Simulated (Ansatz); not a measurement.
# Phonons of Hf (P6_3/mmc, 2 atoms in the cell) against volume

Aim: how do the optical modes of Hf (P6_3/mmc, 2 atoms in the cell) move with volume?

Calculated with Ansatz 0.2.0; DFT LDA, scalar-relativistic, plane waves, PAW; PAW set soft_1.

**1. The starting structure**

The structure is hexagonal, space group P6_3/mmc (No. 194). The conventional cell has a = 3.197 Å, b = 3.197 Å, c = 5.058 Å, α = 90.00°, β = 90.00°, γ = 120.00°. Hf has 12 Hf at 3.13 to 3.20 Å nearest.

As a file:

```cif
data_structure
_symmetry_space_group_name_H-M 'P6_3/mmc'
_symmetry_Int_Tables_number 194
_cell_length_a 3.1967
_cell_length_b 3.1967
_cell_length_c 5.0578
_cell_angle_alpha 90.000
_cell_angle_beta 90.000
_cell_angle_gamma 120.000
_cell_volume 44.76
loop_
_atom_site_label
_atom_site_type_symbol
_atom_site_symmetry_multiplicity
_atom_site_Wyckoff_symbol
_atom_site_fract_x
_atom_site_fract_y
_atom_site_fract_z
_atom_site_occupancy
Hf1 Hf 2 c 0.33333 0.66667 0.25000 1
```

**2. Bringing the structure to rest**

Harmonic phonons are second derivatives at a point where the forces vanish, and they are wanted at zero stress, so atoms and cell are relaxed first.

Contents of input.yaml:

```yaml
crystal:
  lattice:
    - [3.1967, 0.0, 0.0]
    - [-1.59835, 2.7684234083, 0.0]
    - [0.0, 0.0, 5.0578]
  atoms:
    - { symbol: Hf, position: [0.33333333, 0.66666667, 0.25] }
    - { symbol: Hf, position: [0.66666667, 0.33333333, 0.75] }
kpoints:
  mp_grid: { grid: [15, 15, 8] }
hamiltonian:
  xc: lda
  pseudopotentials: { kind: paw, azcp: { folder: soft_1 }, xc_functional: pbe }
scf:
  occupations: { method: gaussian, width: 0.1 }
output:
  forces: true
  stress: true
  eigenvalues: true
  write_density: true
  write_potential: true
  elf: true
  volumetric_format: npy
relax:
  adjacent_minimum: "off"
  f_tol: 0.005
  max_steps: 80
  cell: { stress_tol: 0.05 }
```

Command:

```console
$ ansatz run input.yaml --threads 4 --pin off --max-ram 10240MiB --backend cpu --events-out ev --progress --plain --runs-dir out
```

Numbers of over 12 decimals in the logs are rounded to 6 here.

The program printed:

```text
Engine: ansatz 0.2.0, x86_64-unknown-linux-gnu
Pseudopotentials: kind: paw
Pseudopotential: Hf, paw, valence charge 26, recommended cutoff 420 eV (normal), soft_1/Hf.paw.azcp
Functional definition: SPW92
  exchange = slater_x
  correlation = pw_c
Crystal: 2 atoms, lattice volume = 44.761 Å³
Basis set: ecut = 420 eV, 881 PW (Γ)
Bands: 32, of which v1, the nominal top of the filled ones, is band 26 counted from 1 (25 counted from 0)
Symmetry: 24 space group operations
Space group: P63/mmc (ITA 194), of the structure as read, at distance tolerance 3.6e-5 Å
k-points: 135 of 1800
Non-local potential: Hf, projectors of the file, l = 0: 3, l = 1: 2, l = 2: 2, l = 3: 3
PAW form: soft (Blöchl's): semilocal exchange-correlation on the pseudo side does not see the compensation charge
PAW frozen core: Hf, regenerated for the run's functional, and the local potential with it (the file was generated under x = pbe(κ = 0.804, μ = 0.219515), c = pbe(β = 0.066725))
PAW one-centre angular grid: Hf, 590 points (default); XC on 64 Gauss nodes
Initial density: superposition of atomic densities (chi_scale 0.1, normalization cell)
Initial wavefunctions: pseudopotential atomic-orbital guess
Functional: x = slater, c = lda
SCF iter   1: F=—  HF=-30955.146242 eV  |F-HF|=—  |Δ(HF+E_count)|=         —  Δρ=3.33e-2  dr2=6.13e-1  ethr=3.10e-3  ⟨swp⟩=5.4  Hψ=14992  notcnv=0  defer=1
preconditioner: auto → Kerker (q_TF=auto, 2.797 Å⁻¹)  [metal: Δε(μ)=0.018 eV  Ē_g=16.939 eV  σ=0.100 eV  W_gap=0.10  n_scr=22 (ndim 8)  ℏωp=38.5 eV  f_vac=0.000  D(μ)=1.40/eV (n_scr^D=8)]
SCF iter   2: F=—  HF=-30955.010769 eV  |F-HF|=—  |Δ(HF+E_count)|=   1.35e-1  Δρ=2.11e-2  dr2=2.46e-1  ethr=1.18e-3  ⟨swp⟩=2.4  Hψ=6790  notcnv=0  defer=165
SCF iter   3: F=—  HF=-30954.955742 eV  |F-HF|=—  |Δ(HF+E_count)|=   5.50e-2  Δρ=8.01e-3  dr2=3.31e-2  ethr=4.73e-4  ⟨swp⟩=2.1  Hψ=7391  notcnv=0  defer=163
SCF iter   4: F=—  HF=-30954.910312 eV  |F-HF|=—  |Δ(HF+E_count)|=   4.54e-2  Δρ=2.77e-3  dr2=1.79e-3  ethr=6.36e-5  ⟨swp⟩=2.1  Hψ=8358  notcnv=0  defer=162
SCF iter   5: F=—  HF=-30954.911627 eV  |F-HF|=—  |Δ(HF+E_count)|=   1.32e-3  Δρ=6.71e-4  dr2=1.87e-4  ethr=3.45e-6  ⟨swp⟩=2.2  Hψ=7540  notcnv=0  defer=161
SCF iter   6: F=—  HF=-30954.911691 eV  |F-HF|=—  |Δ(HF+E_count)|=   6.39e-5  Δρ=1.73e-4  dr2=1.20e-5  ethr=3.59e-7  ⟨swp⟩=2.1  Hψ=7716  notcnv=0  defer=161
SCF iter   7: F=—  HF=-30954.911707 eV  |F-HF|=—  |Δ(HF+E_count)|=   1.65e-5  Δρ=3.85e-5  dr2=6.96e-7  ethr=2.31e-8  ⟨swp⟩=2.4  Hψ=8182  notcnv=0  defer=161
SCF iter   8: F=-30954.911707 eV  HF=-30954.911707 eV  |F-HF|=1.16e-8  |Δ(HF+E_count)|=   3.78e-8  Δρ=6.96e-6  dr2=2.44e-8  ethr=1.92e-10  ⟨swp⟩=17.3  Hψ=42499  notcnv=0
SCF 1 converged in 8 iterations: F = -30954.911707 eV  dr2 = 2.44e-8
  Residual-converged pass: ⟨swp⟩=1.0  Hψ=4865  notcnv=0  max |occ|·‖R‖ = 7.1e-9 eV (tolerance 1.0e-8 eV)  dr2=2.44e-8  dr2_onsite=8.25e-9  max |Δocc| = 1.7e-10
  greatest PAW one-centre occupation: 0.998 electrons in one spin orbital (limit 2), on the Hf atom at site 1 (counted from 0), in its partial waves of l = 3
relax step   1: F+E_penalty+E_count = -30954.91170724 eV  Δ(F+E_penalty+E_count) = +0.000e0 eV  max|allowed force component| = 2.776e-16 eV/Å  Δτ_max = 0.0000 Å  P = -7.663 GPa  Ω = 44.761 Å³  (8 SCF iters, dr2 threshold 1.00e-7 eV, accepted)
Crystal: 2 atoms, lattice volume = 38.499 Å³
Basis set: ecut = 420 eV, 749 PW (Γ)
Initial density: handed on by an earlier stage of this run
Initial wavefunctions: those handed on with the density
iter 1 solved again at ethr=7.24e-6 eV; its pass at ethr=3.10e-3 eV (dr2=3.76e-3 eV) is discarded
SCF iter   1: F=—  HF=-30954.892674 eV  |F-HF|=—  |Δ(HF+E_count)|=         —  Δρ=4.98e-3  dr2=4.31e-3  ethr=7.24e-6  ⟨swp⟩=2.1  Hψ=24384  notcnv=0
preconditioner: auto → Kerker (q_TF=auto, 2.868 Å⁻¹)  [metal: Δε(μ)=0.006 eV  Ē_g=17.593 eV  σ=0.100 eV  W_gap=0.03  n_scr=22 (ndim 8)  ℏωp=41.5 eV  f_vac=0.000  D(μ)=1.72/eV (n_scr^D=22)]
SCF iter   2: F=—  HF=-30954.889764 eV  |F-HF|=—  |Δ(HF+E_count)|=   2.91e-3  Δρ=1.95e-3  dr2=7.11e-4  ethr=7.24e-6  ⟨swp⟩=2.0  Hψ=7505  notcnv=0
SCF iter   3: F=—  HF=-30954.889223 eV  |F-HF|=—  |Δ(HF+E_count)|=   5.41e-4  Δρ=1.03e-3  dr2=2.39e-4  ethr=1.37e-6  ⟨swp⟩=2.0  Hψ=7378  notcnv=0
SCF iter   4: F=—  HF=-30954.889184 eV  |F-HF|=—  |Δ(HF+E_count)|=   3.88e-5  Δρ=4.31e-4  dr2=5.77e-5  ethr=4.60e-7  ⟨swp⟩=2.0  Hψ=7807  notcnv=0
SCF iter   5: F=—  HF=-30954.889178 eV  |F-HF|=—  |Δ(HF+E_count)|=   5.82e-6  Δρ=6.34e-5  dr2=1.77e-6  ethr=1.11e-7  ⟨swp⟩=2.0  Hψ=4849  notcnv=0
SCF iter   6: F=—  HF=-30954.889180 eV  |F-HF|=—  |Δ(HF+E_count)|=   1.71e-6  Δρ=2.38e-5  dr2=3.00e-7  ethr=3.40e-9  ⟨swp⟩=2.4  Hψ=7914  notcnv=0
SCF iter   7: F=-30954.889179 eV  HF=-30954.889179 eV  |F-HF|=2.66e-9  |Δ(HF+E_count)|=   1.77e-7  Δρ=4.17e-6  dr2=5.82e-9  ethr=3.85e-10  ⟨swp⟩=9.8  Hψ=33009  notcnv=0
SCF 2 converged in 7 iterations: F = -30954.889179 eV  dr2 = 5.82e-9
relax step   2: F+E_penalty+E_count = -30954.88917950 eV  Δ(F+E_penalty+E_count) = +2.253e-2 eV  max|allowed force component| = 5.921e-16 eV/Å  Δτ_max = 0.0000 Å  P = +10.959 GPa  Ω = 38.499 Å³  energy of the carried Pulay correction = +1.460e-3 eV  (7 SCF iters, dr2 threshold 2.00e-7 eV, rejected (line search))
Crystal: 2 atoms, lattice volume = 41.950 Å³
Basis set: ecut = 420 eV, 833 PW (Γ)
iter 1 solved again at ethr=3.05e-6 eV; its pass at ethr=3.10e-3 eV (dr2=1.58e-3 eV) is discarded
SCF iter   1: F=—  HF=-30954.991198 eV  |F-HF|=—  |Δ(HF+E_count)|=         —  Δρ=3.03e-3  dr2=1.89e-3  ethr=3.05e-6  ⟨swp⟩=2.1  Hψ=24108  notcnv=0
preconditioner: auto → Kerker (q_TF=auto, 2.828 Å⁻¹)  [metal: Δε(μ)=0.015 eV  Ē_g=17.674 eV  σ=0.100 eV  W_gap=0.08  n_scr=22 (ndim 8)  ℏωp=39.7 eV  f_vac=0.000  D(μ)=1.55/eV (n_scr^D=10)]
SCF iter   2: F=—  HF=-30954.990035 eV  |F-HF|=—  |Δ(HF+E_count)|=   1.16e-3  Δρ=1.17e-3  dr2=2.84e-4  ethr=3.05e-6  ⟨swp⟩=2.0  Hψ=7742  notcnv=0
SCF iter   3: F=—  HF=-30954.989811 eV  |F-HF|=—  |Δ(HF+E_count)|=   2.25e-4  Δρ=6.09e-4  dr2=9.17e-5  ethr=5.46e-7  ⟨swp⟩=2.0  Hψ=7334  notcnv=0
SCF iter   4: F=—  HF=-30954.989801 eV  |F-HF|=—  |Δ(HF+E_count)|=   9.89e-6  Δρ=2.41e-4  dr2=1.83e-5  ethr=1.76e-7  ⟨swp⟩=2.0  Hψ=7827  notcnv=0
SCF iter   5: F=—  HF=-30954.989802 eV  |F-HF|=—  |Δ(HF+E_count)|=   1.34e-6  Δρ=3.88e-5  dr2=7.70e-7  ethr=3.51e-8  ⟨swp⟩=2.0  Hψ=7771  notcnv=0
SCF iter   6: F=—  HF=-30954.989803 eV  |F-HF|=—  |Δ(HF+E_count)|=   1.41e-6  Δρ=1.42e-5  dr2=1.28e-7  ethr=1.48e-9  ⟨swp⟩=2.0  Hψ=7832  notcnv=0
SCF iter   7: F=—  HF=-30954.989803 eV  |F-HF|=—  |Δ(HF+E_count)|=   6.13e-8  Δρ=2.34e-6  dr2=2.34e-9  ethr=2.47e-10  ⟨swp⟩=2.1  Hψ=7419  notcnv=0
SCF iter   8: F=—  HF=-30954.989803 eV  |F-HF|=—  |Δ(HF+E_count)|=  2.00e-10  Δρ=5.67e-7  dr2=9.18e-11  ethr=4.50e-12  ⟨swp⟩=2.2  Hψ=7831  notcnv=0
SCF iter   9: F=-30954.989803 eV  HF=-30954.989803 eV  |F-HF|=0.00e0  |Δ(HF+E_count)|=  3.64e-12  Δρ=7.89e-8  dr2=1.74e-12  ethr=1.00e-12  ⟨swp⟩=7.7  Hψ=25802  notcnv=0
SCF 3 converged in 9 iterations: F = -30954.989803 eV  dr2 = 1.74e-12
relax step   3: F+E_penalty+E_count = -30954.98980330 eV  Δ(F+E_penalty+E_count) = -7.810e-2 eV  max|allowed force component| = 6.661e-16 eV/Å  Δτ_max = 0.0000 Å  P = -0.834 GPa  Ω = 41.950 Å³  energy of the carried Pulay correction = +6.294e-4 eV  (9 SCF iters, accepted)
[...]
relax step   4: F+E_penalty+E_count = -30954.99064394 eV  Δ(F+E_penalty+E_count) = -8.406e-4 eV  max|allowed force component| = 6.476e-16 eV/Å  Δτ_max = 0.0000 Å  P = +0.082 GPa  Ω = 41.632 Å³  energy of the carried Pulay correction = +7.032e-4 eV  (4 SCF iters, dr2 threshold 2.00e-7 eV, accepted)
[...]
relax step   5: F+E_penalty+E_count = -30954.99064555 eV  Δ(F+E_penalty+E_count) = -1.609e-6 eV  max|allowed force component| = 4.256e-16 eV/Å  Δτ_max = 0.0000 Å  P = +0.000 GPa  Ω = 41.660 Å³  energy of the carried Pulay correction = +6.966e-4 eV  (4 SCF iters, dr2 threshold 2.22e-8 eV, accepted)
Initial wavefunctions: pseudopotential atomic-orbital guess (no wavefunctions were taken with the density)
iter 1 solved again at ethr=3.10e-9 eV; its pass at ethr=3.10e-3 eV (dr2=1.61e-6 eV) is discarded
SCF iter   1: F=—  HF=-30954.990050 eV  |F-HF|=—  |Δ(HF+E_count)|=         —  Δρ=5.62e-5  dr2=1.67e-7  ethr=3.10e-9  ⟨swp⟩=4.8  Hψ=33270  notcnv=0
preconditioner: auto → Kerker (q_TF=auto, 2.831 Å⁻¹)  [metal: Δε(μ)=0.018 eV  Ē_g=17.604 eV  σ=0.100 eV  W_gap=0.10  n_scr=22 (ndim 8)  ℏωp=39.9 eV  f_vac=0.000  D(μ)=1.53/eV (n_scr^D=10)]
SCF iter   2: F=—  HF=-30954.990048 eV  |F-HF|=—  |Δ(HF+E_count)|=   1.47e-6  Δρ=5.29e-5  dr2=6.23e-7  ethr=3.21e-10  ⟨swp⟩=3.6  Hψ=10654  notcnv=0
SCF iter   3: F=—  HF=-30954.990048 eV  |F-HF|=—  |Δ(HF+E_count)|=   1.63e-7  Δρ=2.66e-5  dr2=1.39e-7  ethr=3.21e-10  ⟨swp⟩=2.2  Hψ=8021  notcnv=0
SCF iter   4: F=—  HF=-30954.990048 eV  |F-HF|=—  |Δ(HF+E_count)|=   3.36e-8  Δρ=5.76e-6  dr2=8.38e-9  ethr=2.66e-10  ⟨swp⟩=3.0  Hψ=7580  notcnv=0
SCF iter   5: F=—  HF=-30954.990048 eV  |F-HF|=—  |Δ(HF+E_count)|=   1.92e-9  Δρ=1.02e-6  dr2=2.46e-10  ethr=1.61e-11  ⟨swp⟩=2.1  Hψ=7858  notcnv=0
SCF iter   6: F=-30954.990048 eV  HF=-30954.990048 eV  |F-HF|=1.46e-11  |Δ(HF+E_count)|=  5.82e-11  Δρ=1.23e-7  dr2=4.72e-12  ethr=1.00e-12  ⟨swp⟩=6.1  Hψ=27379  notcnv=0
SCF 6 converged in 6 iterations: F = -30954.990048 eV  dr2 = 4.72e-12
relax step   6: F+E_penalty+E_count = -30954.99004803 eV  Δ(F+E_penalty+E_count) = +5.975e-4 eV  max|allowed force component| = 4.533e-16 eV/Å  Δτ_max = 0.0000 Å  P = -0.011 GPa  Ω = 41.660 Å³  stress off target by 2.38e-2 GPa  SCF on the basis re-selected at this cell (its energy is not comparable with the rows above)  (6 SCF iters)
basis re-selected at this cell: Δ(F+E_penalty+E_count) = +5.975e-4 eV, ΔP = -0.011 GPa vs the last step (what re-selecting the basis moved, of the pressure what is left beyond the Pulay correction that the steps carried, after the strain that the cell walked since its last selection, with what the two solves' SCF thresholds leave and, on support functions, any second-order correction that the steps lacked; it is no m [...]
SCF converged after 6 iterations
Free energy (F): -30954.990048 eV
Harris-Foulkes:  -30954.990048 eV  (|F-HF|=1.46e-11)
Internal energy: -30954.982380 eV  (E = F + TS)
E sigma→0 (E₀):  -30954.986214 eV
Entropy (-TS):   -0.007668 eV (-3.834 meV/atom)
Fermi energy:    19.307181 eV
--- Per-component energies (eV) ---
  E_band       = 46.373975
  E_kinetic    = 824.992638
  E_local      = -12269.483638  (includes V_loc(G=0)·N_el)
  E_nonlocal   = 142.818579
  E_hartree    = 5996.643137
  E_xc         = -530.968341
  E_vxc        = -512.676110  (∫ρ·V_xc dr)
  E_paw        = -14907.599368  (= ΣΔE_a)
  E_vpaw       = -132.564297  (= ΣTr[D̂ρ^β])
  E_aug_tail   = 0.000228  (compensation charges beyond the density's cutoff)
  E_ewald      = -10216.299791
  E_core_change = 4.914176  (= ΣΔE_core)
  E_smearing   = -0.007668  (= −TS)
  E_closure    = 0.000000  (closes the sum)
  Σ components = -30954.990048   (vs F -30954.990048, Δ=0.00e0)
--- Forces (eV/Å), atoms counted from 1 ---
  atom   1  Hf     0.00000000     0.00000000    -0.00000000
  atom   2  Hf    -0.00000000    -0.00000000     0.00000000
  max |Σ_I F_I| component: 5.55e-17 eV/Å
--- Stress (GPa, compression-positive) ---
       -0.003912       0.000000      -0.000000
       -0.000000      -0.003912       0.000000
        0.000000       0.000000      -0.023813
  P = ⅓ Tr σ = -0.0105 GPa (-0.105 kbar)
--- Band table (eV; the first three rows and the last of 135) ---
  k-point 0: bands = [... 22 lower, 11.7062, 15.3481, 20.3324, 20.4136, 20.4136, 20.7160, 21.3055, 21.3055, ... 2 higher]
  k-point 1: bands = [... 22 lower, 11.8637, 15.2962, 20.0721, 20.3229, 20.3229, 20.5838, 21.1753, 21.1753, ... 2 higher]
  k-point 2: bands = [... 22 lower, 12.3167, 15.0758, 19.5751, 20.1931, 20.1931, 20.2328, 20.8707, 20.8707, ... 2 higher]
  k-point 134: bands = [... 22 lower, 17.3648, 17.3648, 17.7603, 17.7603, 19.2163, 19.2163, 21.8737, 21.8737, ... 2 higher]
--- Relaxed structure (5 steps of the walk, 4 accepted, 1 SCFs on fresh bases) ---
  F+E_penalty+E_count = -30954.99004803 eV   max|allowed force component| = 4.533e-16 eV/Å   (the final SCF, on the basis selected at the relaxed cell)
  cell:  # Å, volume = 41.6602 Å³
    - [3.120772, 0.0, 0.0]
    - [-1.560386, 2.702667, -2.41678140034152e-18]
    - [0.0, -4.415363968549399e-18, 4.939313]
  atoms:
    - { symbol: Hf, position: [0.333333, 0.666667, 0.25] }
    - { symbol: Hf, position: [0.666667, 0.333333, 0.75] }
```

The job ended after 14 s (4 threads of Intel Xeon at 2.60GHz (Ice Lake), shared host; peak memory 0.53 GiB; 53 s of CPU time).

The steps of the relaxation:

```tsv
step	energy less that of the first step (eV)	largest force component (eV/Å)	pressure (GPa)	volume (Å³)
1	0.0000	0.0000	-7.66	44.76
2	0.0225	0.0000	10.96	38.50
3	-0.0781	0.0000	-0.83	41.95
4	-0.0789	0.0000	0.08	41.63
5	-0.0789	0.0000	0.00	41.66
6*	-0.0783	0.0000	-0.01	41.66
```

Relaxation steps marked * repeat the geometry before them on a plane-wave basis chosen anew for their cell, so energy and pressure can jump there. Relaxation step 2 was tried and not accepted.

Forces are held to the 24 operations that the run works with; a distortion that breaks them can't arise in this run.

```tsv
conventional cell, symmetrised	before	after	change
a (Å)	3.197	3.121	-2.4 %
b (Å)	3.197	3.121	-2.4 %
c (Å)	5.058	4.939	-2.3 %
volume (Å³/atom)	22.38	20.83	-6.9 %
```

The relaxed structure:

```cif
data_structure
_symmetry_space_group_name_H-M 'P 1'
_symmetry_Int_Tables_number 1
_cell_length_a 3.1208
_cell_length_b 3.1208
_cell_length_c 4.9393
_cell_angle_alpha 90.000
_cell_angle_beta 90.000
_cell_angle_gamma 120.000
_cell_volume 41.66
loop_
_atom_site_label
_atom_site_type_symbol
_atom_site_fract_x
_atom_site_fract_y
_atom_site_fract_z
_atom_site_occupancy
Hf1 Hf 0.33333 0.66667 0.25000 1
Hf2 Hf 0.66667 0.33333 0.75000 1
```

This step gave:

```yaml
pressure: -0.01055 GPa
volume_per_atom: 20.83 Å³
gap_on_the_k_mesh: 0 eV
```

ELF in the ac plane at fractional y = 0.333, with atoms of Hf within 0.2 Å of it. It is the smooth field of the valence electrons, not physical close to the nuclei.

Ten even steps from '_' (0.14) to '@' (0.86):
```
..--====--::______........______
__::====::..____..--==++==::____
__..----..____::==##%%%%##++--__
____::::..__..==##@@@@@@@@%%++::
____....____::**%%@@@@@@@@@@##--
..__....____--##@@@@@@@@@@@@%%==
..__....____--**@@@@@@@@@@@@##==
____..::____::++%%@@@@@@@@%%**--
____::--..____--**%%@@@@%%##==..
__..----::____..--++******==..__
..::====--..______::----::..____
::--------::..________..______..
::..........::::::::::::::::::::
..__________..::--==++++====--..
______________::==++**##**==::..
______..______..--**####**==::__
__..::::....__..--++####**==..__
..::----::..__..::++####**--..__
..::------..__..::++####**--..__
__..::--::..__..--++####**--..__
____......____..--++####**==..__
______________..==**####**==::__
____________..::==++****++==--..
..............::------------::::
::::::::::::....................
```
Columns run along a (3.1 Å), rows up along c (4.9 Å). Atoms in or near the plane, at fractional coordinates: Hf at (0.67, 0.75).

Valence density in the ac plane at fractional y = 0.333, with atoms of Hf within 0.2 Å of it. It is the smooth field of the valence electrons, not physical close to the nuclei.

Ten steps, logarithmic in the rise over the least value, from '_' (0 e/Å³) to '@' (54 e/Å³):
```
____________________....________
________________....::::::..____
______________..::--======::..__
____________..::==**####**==::..
____________..--++##%%@@%%**==::
..__________..--**%%@@@@@@##==::
____________..--**%%@@@@%%**==::
____________..::++##%%%%##++--..
______________..--==++**++--::..
______________....::----::::..__
__________________........______
________________________________
________________________________
________________________________
________________________________
________________________________
__........______________________
__..........____________________
......::....____________________
__..........____________________
____......______________________
________________________________
________________________________
________________________________
________________________________
```
Columns run along a (3.1 Å), rows up along c (4.9 Å). Atoms in or near the plane, at fractional coordinates: Hf at (0.67, 0.75).

Electrostatic potential energy in the ac plane at fractional y = 0.333, with atoms of Hf within 0.2 Å of it. With pseudopotentials it is smooth inside the atoms' cores, unlike the true potential.

Ten even steps from '0' (-15 eV) to '9' (21 eV):
```
9999998876666788
8999998653223467
8999987420000146
7899875200000014
6899874101221003
6899873002442002
6899874001342003
6899875100110004
7899986310000025
8999987632111357
9999998765445678
9999999887777889
9999999999889999
9888889999999999
8877788999999998
7666678899999998
6554567899999988
6544457899999987
6433456899999987
6544467899999987
7655667899999998
8777778999999998
8888889999999999
9999999999999999
9999999988888899
```
Columns run along a (3.1 Å; values clipped at the 3rd and 97th percentile), rows up along c (4.9 Å). Atoms in or near the plane, at fractional coordinates: Hf at (0.67, 0.75).

In this step the volume went from 22.38 to 20.83 Å³/atom.

(Continued in part 2 of 2.)

[Logs are printed without paths, hosts, clocks, repeated set-up lines and the standing remarks that a program may print on its own settings, such as how far it seeks lower states.]

[Hosts, paths, dates, database ids (printed as entryN), source tags and the programs' standing remarks are cut or masked in the printed files.]
